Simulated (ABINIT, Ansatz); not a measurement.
# SnAs (Fm-3m): from the cell to the phonon bands, part 4 of 4

Aim: the phonon dispersion of SnAs (Fm-3m), checked by a second program.

ABINIT 10.8.3; DFT LDA, scalar-relativistic, plane waves, PseudoDojo norm-conserving pseudopotentials.

So far, highest frequency (cm⁻¹): step 7 (dispersion) 156.

The database entry behind the starting cell differs from later determinations by our own check (an axis about 0.7 % short against later determinations), so it need not match the best structure at ambient conditions.

**9. A second program**

The same cell goes through another code at the same cutoff. The files are of one family, but Ansatz's library holds files of its own making for some heavy elements, so those for Sn may differ.

This step: DFT LDA, scalar-relativistic, plane waves, norm-conserving pseudopotentials of its library (PseudoDojo's, some remade) (Ansatz 0.2.0).

The input, input.yaml:

```yaml
crystal:
  lattice:
    - [0.0, 2.8371470402, 2.8371470402]
    - [2.8371470402, 0.0, 2.8371470402]
    - [2.8371470402, 2.8371470402, 0.0]
  atoms:
    - { symbol: Sn, position: [0.0, 0.0, 0.0] }
    - { symbol: As, position: [0.5, 0.5, 0.5] }
kpoints:
  mp_grid: { grid: [8, 8, 8] }
hamiltonian:
  xc: lda
  pseudopotentials: { kind: nc, accuracy: standard }
scf:
  occupations: { method: gaussian, width: 0.27211 }
output:
  eigenvalues: true
basis:
  ecutwfc: 925.187
phonons:
  method: dfpt
  qmesh: [2, 2, 2]
  temperatures: { t_max: 1000, t_step: 50 }
  qpath:
    path:
      - [[0.0, 0.0, 0.0], [0.5, 0.0, 0.5], [0.625, 0.25, 0.625]]
      - [[0.375, 0.375, 0.75], [0.0, 0.0, 0.0], [0.5, 0.5, 0.5], [0.5, 0.25, 0.75], [0.5, 0.0, 0.5]]
    npoints: 10
  electrical_resistivity: { temperatures: [77, 300], mesh: [16, 16, 16] }
```

On the command line:

```console
> ansatz run input.yaml --threads 4 --pin off --max-ram 16384MiB --backend cpu --events-out ev --progress --plain --runs-dir out
```

What it wrote:

```text
Warning: basis.ecutwfc = 925.187 eV is below the records' recommended 1088.45545 eV, and the density's cutoff is lower with it unless basis.ecutrho_ratio is high enough to keep the records' density cutoff: compare with a run at a higher cutoff
Engine: ansatz 0.2.0, aarch64-unknown-linux-gnu
Pseudopotentials: kind: nc
Pseudopotential: Sn, nc, valence charge 14, recommended cutoff 979.609905 eV (normal), Sn.nc.azcp (PseudoDojo's, or run here from an input of PseudoDojo's; its table is named by hamiltonian.pseudopotentials.accuracy)
Pseudopotential: As, nc, valence charge 15, recommended cutoff 1088.45545 eV (normal), As.nc.azcp (PseudoDojo's, or run here from an input of PseudoDojo's; its table is named by hamiltonian.pseudopotentials.accuracy)
Functional definition: SPW92
  exchange = slater_x
  correlation = pw_c
Crystal: 2 atoms, lattice volume = 45.675 Å³
Basis set: ecut = 925.187 eV, 2891 PW (Γ), exchange–correlation on 80×80×80 points (8 copies of the dense FFT grid, shifted against one another)
Bands: 19, of which v1, the nominal top of the filled ones, is band 15 counted from 1 (14 counted from 0)
Symmetry: 48 space group operations
k-points: 29 of 512
Non-local potential: Sn, projectors of the file, l = 0: 2, l = 1: 2, l = 2: 2
Non-local potential: As, projectors of the file, l = 0: 2, l = 1: 2, l = 2: 2
Initial density: superposition of atomic densities (chi_scale 0.1, normalization cell, long waves kept (reshape's long-wave potential 0.00 eV rms))
Initial wavefunctions: pseudopotential atomic-orbital guess
Functional: x = slater, c = lda
SCF iter   1: F=—  HF=-5021.950726 eV  |F-HF|=—  |Δ(HF+E_count)|=         —  Δρ=2.29e-2  dr2=1.56e-1  ethr=3.10e-3  ⟨swp⟩=5.3  Hψ=2538  notcnv=0
preconditioner: auto → Kerker (q_TF=auto, 2.529 Å⁻¹)  [metal: Δε(μ)=0.292 eV  Ē_g=18.346 eV  σ=0.272 eV  W_gap=0.44  n_scr=14 (ndim 8)  ℏωp=23.9 eV  f_vac=0.000  D(μ)=0.94/eV (n_scr^D=8)]
SCF iter   2: F=—  HF=-5021.918310 eV  |F-HF|=—  |Δ(HF+E_count)|=   3.24e-2  Δρ=1.31e-2  dr2=5.95e-2  ethr=5.36e-4  ⟨swp⟩=1.0  Hψ=783  notcnv=0
SCF iter   3: F=—  HF=-5021.904680 eV  |F-HF|=—  |Δ(HF+E_count)|=   1.36e-2  Δρ=2.65e-3  dr2=1.95e-3  ethr=2.05e-4  ⟨swp⟩=2.0  Hψ=695  notcnv=0
SCF iter   4: F=—  HF=-5021.904643 eV  |F-HF|=—  |Δ(HF+E_count)|=   3.73e-5  Δρ=9.03e-4  dr2=1.63e-4  ethr=6.72e-6  ⟨swp⟩=2.0  Hψ=972  notcnv=0
SCF iter   5: F=—  HF=-5021.904601 eV  |F-HF|=—  |Δ(HF+E_count)|=   4.20e-5  Δρ=2.14e-4  dr2=1.98e-5  ethr=5.62e-7  ⟨swp⟩=2.1  Hψ=939  notcnv=0
SCF iter   6: F=—  HF=-5021.904611 eV  |F-HF|=—  |Δ(HF+E_count)|=   1.03e-5  Δρ=4.28e-5  dr2=8.47e-7  ethr=6.84e-8  ⟨swp⟩=2.0  Hψ=685  notcnv=0
SCF iter   7: F=—  HF=-5021.904612 eV  |F-HF|=—  |Δ(HF+E_count)|=   9.19e-7  Δρ=4.72e-6  dr2=8.67e-9  ethr=2.92e-9  ⟨swp⟩=2.0  Hψ=967  notcnv=0
SCF iter   8: F=—  HF=-5021.904612 eV  |F-HF|=—  |Δ(HF+E_count)|=   3.16e-9  Δρ=7.34e-7  dr2=1.62e-10  ethr=2.99e-11  ⟨swp⟩=2.2  Hψ=935  notcnv=0
SCF iter   9: F=-5021.904612 eV  HF=-5021.904612 eV  |F-HF|=1.82e-12  |Δ(HF+E_count)|=  1.55e-11  Δρ=1.70e-7  dr2=7.54e-12  ethr=1.00e-12  ⟨swp⟩=9.4  Hψ=3499  notcnv=0
SCF 1 converged in 9 iterations: F = -5021.904612 eV  dr2 = 7.54e-12
phonons: the bands overlap, so this run is a metal and interpolates without the dipole-dipole term. If the crystal is really an insulator or semiconductor, its LO-TO splitting is missing
NSCF: frozen V_eff on 29 k-points
NSCF: frozen V_eff on 59 k-points
DFPT response loops at q = (0, 0, 0) (fractional): preconditioner auto → Kerker (q_TF=auto, 2.529 Å⁻¹) (partly filled bands, converged f_vac=0.000); β = 1.00, the filter's whole step (`scf.mixing.beta` (0.50) is not read by the response loops under this deck's `scf.mixing.preconditioner`; to damp them name `kerker` or `kerker_dos`, under which they read `scf.mixing.beta`, and type it under 1.00, their step now; both keys bind the ground state too); Broyden in place of MSR1
NSCF: frozen V_eff on 300 k-points
DFPT response loops at q = (0, 0, -0.5) (fractional): mixed as the last ones told, above
NSCF: frozen V_eff on 190 k-points
DFPT response loops at q = (0, -0.5, -0.5) (fractional): mixed as the last ones told, above
SCF iter   1: F=—  HF=-5021.950726 eV  |F-HF|=—  |Δ(HF+E_count)|=         —  Δρ=2.29e-2  dr2=1.56e-1  ethr=3.10e-3  ⟨swp⟩=5.3  Hψ=2538  notcnv=0
SCF iter   2: F=—  HF=-5021.918310 eV  |F-HF|=—  |Δ(HF+E_count)|=   3.24e-2  Δρ=1.31e-2  dr2=5.95e-2  ethr=5.36e-4  ⟨swp⟩=1.0  Hψ=783  notcnv=0
SCF iter   3: F=—  HF=-5021.904680 eV  |F-HF|=—  |Δ(HF+E_count)|=   1.36e-2  Δρ=2.65e-3  dr2=1.95e-3  ethr=2.05e-4  ⟨swp⟩=2.0  Hψ=695  notcnv=0
SCF iter   4: F=—  HF=-5021.904643 eV  |F-HF|=—  |Δ(HF+E_count)|=   3.73e-5  Δρ=9.03e-4  dr2=1.63e-4  ethr=6.72e-6  ⟨swp⟩=2.0  Hψ=972  notcnv=0
SCF iter   5: F=—  HF=-5021.904601 eV  |F-HF|=—  |Δ(HF+E_count)|=   4.20e-5  Δρ=2.14e-4  dr2=1.98e-5  ethr=5.62e-7  ⟨swp⟩=2.1  Hψ=939  notcnv=0
SCF iter   6: F=—  HF=-5021.904611 eV  |F-HF|=—  |Δ(HF+E_count)|=   1.03e-5  Δρ=4.28e-5  dr2=8.47e-7  ethr=6.84e-8  ⟨swp⟩=2.0  Hψ=685  notcnv=0
SCF iter   7: F=—  HF=-5021.904612 eV  |F-HF|=—  |Δ(HF+E_count)|=   9.19e-7  Δρ=4.72e-6  dr2=8.67e-9  ethr=2.92e-9  ⟨swp⟩=2.0  Hψ=967  notcnv=0
SCF iter   8: F=—  HF=-5021.904612 eV  |F-HF|=—  |Δ(HF+E_count)|=   3.16e-9  Δρ=7.34e-7  dr2=1.62e-10  ethr=2.99e-11  ⟨swp⟩=2.2  Hψ=935  notcnv=0
SCF iter   9: F=-5021.904612 eV  HF=-5021.904612 eV  |F-HF|=3.64e-12  |Δ(HF+E_count)|=  2.73e-12  Δρ=1.70e-7  dr2=7.52e-12  ethr=1.00e-12  ⟨swp⟩=4.0  Hψ=1609  notcnv=0
SCF 2 converged in 9 iterations: F = -5021.904612 eV  dr2 = 7.52e-12
NSCF: frozen V_eff on 29 k-points
NSCF: frozen V_eff on 145 k-points
SCF converged after 9 iterations
Free energy (F): -5021.904612 eV
Harris-Foulkes:  -5021.904612 eV  (|F-HF|=1.82e-12)
Internal energy: -5021.868709 eV  (E = F + TS)
E sigma→0 (E₀):  -5021.886660 eV
Entropy (-TS):   -0.035904 eV (-17.952 meV/atom)
Fermi energy:    11.415300 eV
--- Per-component energies (eV) ---
  E_band       = -287.808503
  E_kinetic    = 3344.163099
  E_local      = -3374.034674  (includes V_loc(G=0)·N_el)
  E_nonlocal   = -1988.767770
  E_hartree    = 1254.059694
  E_xc         = -1227.385666
  E_vxc        = -777.288522  (∫ρ·V_xc dr)
  E_ewald      = -3029.903392
  E_smearing   = -0.035904  (= −TS)
  E_closure    = 0.000000  (closes the sum)
  Σ components = -5021.904612   (vs F -5021.904612, Δ=0.00e0)
--- Band table (eV; the first three rows and the last of 29) ---
  k-point 0: bands = [... 11 lower, 8.8199, 10.3834, 10.3834, 10.3834, 17.0294, 17.0294, 17.0294, 17.6183]
  k-point 1: bands = [... 11 lower, 7.4599, 10.4059, 10.4059, 11.3596, 16.0015, 16.0015, 16.0700, 17.6164]
  k-point 2: bands = [... 11 lower, 5.4963, 10.5085, 10.5085, 12.1418, 14.5060, 14.5060, 14.9523, 18.1518]
  k-point 28: bands = [... 11 lower, 4.2722, 6.5433, 6.5433, 12.4341, 13.6682, 17.5756, 17.5756, 20.4606]
--- Phonons (Γ-DFPT): 2 representative perturbations + reference (Σ response iterations 8) ---
  ASR residual: 8.912e-5 → 0.000e0 eV/Å²; symmetrization residual: 1.082e-6 eV/Å²
  ASR residual per site (eV/Å²): 8.91e-5 3.31e-5
  Γ frequencies (cm⁻¹): 0.00 0.00 0.00 94.42 94.42 94.42
--- Phonons (arbitrary-q DFPT): 3 irreducible q on the 2×2×2 mesh ---
  q = [0.0000, 0.0000, 0.0000] (star 1, of the zone-centre solve; hermiticity 1.44e-6, symmetrization 7.61e-14): -0.00 -0.00 0.00 94.42 94.42 94.42
  q = [0.0000, 0.0000, -0.5000] (star 4, 2 solved perturbations on 150 of 512 k-point pairs; hermiticity 1.49e-8, symmetrization 7.44e-9): 107.32 107.32 131.77 131.77 144.55 151.36
  q = [0.0000, -0.5000, -0.5000] (star 3, 4 solved perturbations in 308 linear systems a pass and spin channel, the states on 95 of 512 k-point pairs; hermiticity 6.84e-8, symmetrization 4.35e-9): 43.43 43.43 63.39 116.87 116.87 155.69
  sum rule: each row above includes the acoustic sum rule's correction from the zone centre's row sums; it moved no ω² by more than (0.45 cm⁻¹)²
  mesh force constants: q→R imaginary residual 3.18e-17; ASR residual 8.912e-5 → 0.000e0 eV/Å²; symmetrization residual 5.329e-15 eV/Å²
  interpolated dispersion: 62 rows × 6 modes
  density of states and harmonic sums: on the 20×20×20 q-mesh, interpolated from the force constants of a 2×2×2 supercell (no non-analytic term)
  largest difference from the sums on the solved wave vectors: F 5.19e-2 eV, S 8.42e-5 and C_V 3.23e-5 eV/K
  zero-point energy: 0.040712 eV/cell   skipped modes (ω ≤ 0): 3   left out of the sums: 6.25e-5 of the cell's modes: C_V's classical limit lies that fraction below 3 k_B per atom; for a crystal, a wire or a layer, F and S can be off by more, and a phonons.interpolated_qmesh denser along its periods is the remedy for the sampling
--- Electrical resistivity: potentials and phonons of a 2×2×2 supercell ---
  scattering by harmonic phonons alone, with no dipole-dipole term; scattering by other electrons, impurities, surfaces and spin disorder is left out, and so is spin–orbit coupling
  the resistivity is that of a variational response, whose dependence on the energy is improved iteratively
  at the Fermi level of each mesh (of a tensor a third of its trace):
           mesh   spin    states/(eV spin)  plasma energy (eV)         λ      λ_tr    ħω_log (meV)
       16×16×16                     0.3175              8.7488    0.4643    0.5106          14.141
          8×8×8                     0.3495              8.2746    0.5024    0.5511          14.226
          4×4×4                     0.3930              6.0439    0.5805    0.6319          14.484
  resistivity on the deck's mesh, µΩ·cm:
     T (K)       trace/3  mesh converged            xx            yy            zz    lowest order   relaxation time
     77.00      1.2254e0              no      1.2254e0      1.2254e0      1.2254e0        1.3573e0          1.1633e0
    300.00      7.7431e0              no      7.7431e0      7.7431e0      7.7431e0        7.8340e0          7.1146e0
  mean free path at 77 K (of a tensor a third of its trace): 85.9 nm by what each carries, 77.2 by the Fermi surface alone
  Hall coefficient in a weak field at 77 K (a third of the trace): -1.910e-10 m³/C (as a tensor it moves by 5.7 % between the two finest meshes); by each state's relaxation time: -1.826e-10 m³/C; by a constant relaxation time: -1.757e-10 m³/C
  mean free path at 300 K (of a tensor a third of its trace): 12.6 nm by what each carries, 12.2 by the Fermi surface alone
  Hall coefficient in a weak field at 300 K (a third of the trace): -1.795e-10 m³/C (as a tensor it moves by 4.9 % between the two finest meshes); by each state's relaxation time: -1.780e-10 m³/C; by a constant relaxation time: -1.761e-10 m³/C
  the resistivity times a path that all electrons share, by the Fermi surface of the deck's mesh alone (a third of the trace): 9.465e-16 Ω·m²
  not converged in the mesh (λ; λ_tr; the resistivity at 77 K by 20.55 %; the resistivity at 300 K by 20.89 %): between neighbouring meshes, the two finest first, λ moves by 8.21 % and 15.54 %, λ_tr by 7.92 % and 14.67 % and the resistivity by up to 20.89 % and 113.02 %; an estimate, no bound, puts it up to 6.2e-7 % above the Boltzmann equation's exact value after up to 4 iterations (at most 30 are made, fewer where the estimate is under 1.0e-6 % of each spin channel's own resistivity)
  vibrations of 8 cells: unjudged by the run; compare a larger repeat
  the changes of the potential over all sites missed a rigid shift's by 0.00 % (the site terms' by 0.00 %)
  at the force constants' own smearing the fine mesh and the k-points of their solves give squared frequencies that differ by 8.8 % of the larger at the most, at (0, -0.5, -0.5)
```

Wall time 2.5 min (4 threads of Arm Neoverse V1, shared host); peak memory 2 GiB; 9.4 min of CPU time.

Read from the output:

```yaml
sum_rule_residual_before_enforcement: 8.91e-5 eV/Å²
mean_frequency: 109.5 cm⁻¹
debye_temperature_second_moment: 210 K
logarithmic_mean_frequency: 105.6 cm⁻¹
highest_optical_zone_centre_mode_no_lo_to_term: 94.42 cm⁻¹
lowest_optical_zone_centre_mode: 94.42 cm⁻¹
lowest_mode_on_the_q_mesh_acoustic_ones_at_the_zone_centre_apart: 43.43 cm⁻¹
heat_capacity_at_300_k: 24.34 J/(mol atoms K)
vibrational_entropy_at_300_k: 42.21 J/(mol atoms K)
```

**10. Side by side: ABINIT PseudoDojo and Ansatz, library NC**

Worked out from the results:

```yaml
root_mean_square_difference: 0.11 cm⁻¹
largest_difference: 0.2 cm⁻¹
root_mean_square_difference_on_the_path: 0.1 cm⁻¹
largest_difference_on_the_path: 0.2 cm⁻¹
```

The 12 of 15 modes that differ most. Frequencies side by side:

| q (reciprocal lattice) | mode | ABINIT PseudoDojo (cm⁻¹) | Ansatz, library NC (cm⁻¹) |
| --- | --- | --- | --- |
| 0 0 0 | 4 | 94.46 | 94.42 |
| 0 0 0 | 5 | 94.46 | 94.42 |
| 0.5 0 0 | 1 | 107.1 | 107.3 |
| 0.5 0 0 | 2 | 107.1 | 107.3 |
| 0.5 0 0 | 3 | 131.9 | 131.8 |
| 0.5 0 0 | 4 | 131.9 | 131.8 |
| 0.5 0 0 | 5 | 144.7 | 144.6 |
| 0.5 0 0 | 6 | 151.3 | 151.4 |
| 0.5 0.5 0 | 3 | 63.46 | 63.39 |
| 0.5 0.5 0 | 4 | 117 | 116.9 |
| 0.5 0.5 0 | 5 | 117 | 116.9 |
| 0.5 0.5 0 | 6 | 155.8 | 155.7 |

The interpolated bands of the two lie on top of each other.

At the solved wavevectors the largest difference (acoustic modes at Γ apart) is 0.1 % of the highest mode.

**11. Outcome**

```json
{
  "space group after relaxation": "Fm-3m",
  "volume per atom": "22.8 Å³",
  "highest optical zone-centre mode (no LO-TO term)": "94.5 cm⁻¹",
  "q mesh": "2×2×2",
  "lowest mode on the q mesh (acoustic ones at the zone centre apart)": "43.4 cm⁻¹",
  "zero-point energy per atom": "20.4 meV",
  "heat capacity at 300 K": "24.3 J/(mol atoms K)",
  "vibrational entropy at 300 K": "42.2 J/(mol atoms K)",
  "imaginary modes on the q mesh": "none",
  "largest difference from Ansatz, library NC": "0.2 cm⁻¹"
}
```

**Reading.** SnAs (Fm-3m) is dynamically stable on the 2×2×2 mesh; its spectrum reaches 156 cm⁻¹. At the LDA level the optical modes of SnAs (Fm-3m) at the zone centre lie at 94 cm⁻¹. The base run prints -10 GPa, mostly the error of a finite basis; the relaxation, with a smoothed and higher cutoff, had brought the cell to rest. An error of this size shows a cutoff that is short for these files. ABINIT PseudoDojo and Ansatz, library NC agree to 0.20 cm⁻¹ (0.1 % of the highest mode compared) on all solved modes but the acoustic ones at Γ, without the LO-TO term. These are harmonic frequencies at zero temperature: anharmonic shifts and linewidths and thermal expansion are left out. In a metal the frequencies hang on the k mesh and the smearing, most of all near Kohn anomalies. The runs are without spin polarisation, although the cell has an odd electron count or an open d or f shell, so a magnetic state was not tested. Ansatz warns that the cutoff lies 15 % under the one recommended for these files; agreement at one cutoff is not convergence. Electron-phonon sums were run after this but are left out, since no second program bore their λ out within 30 %; a λ that a log prints is not taken as a result. The q mesh stands for a supercell only 8.0 Å across, so branches between the solved wavevectors are rough.

[Host names and launcher messages were left out of these logs when they were recorded.]

[Logs are printed without paths, hosts, clocks, repeated set-up lines and the standing remarks that a program may print on its own settings, such as how far it seeks lower states.]

[Hosts, paths, dates, database ids (printed as entryN), source tags and the programs' standing remarks are cut or masked in the printed files.]
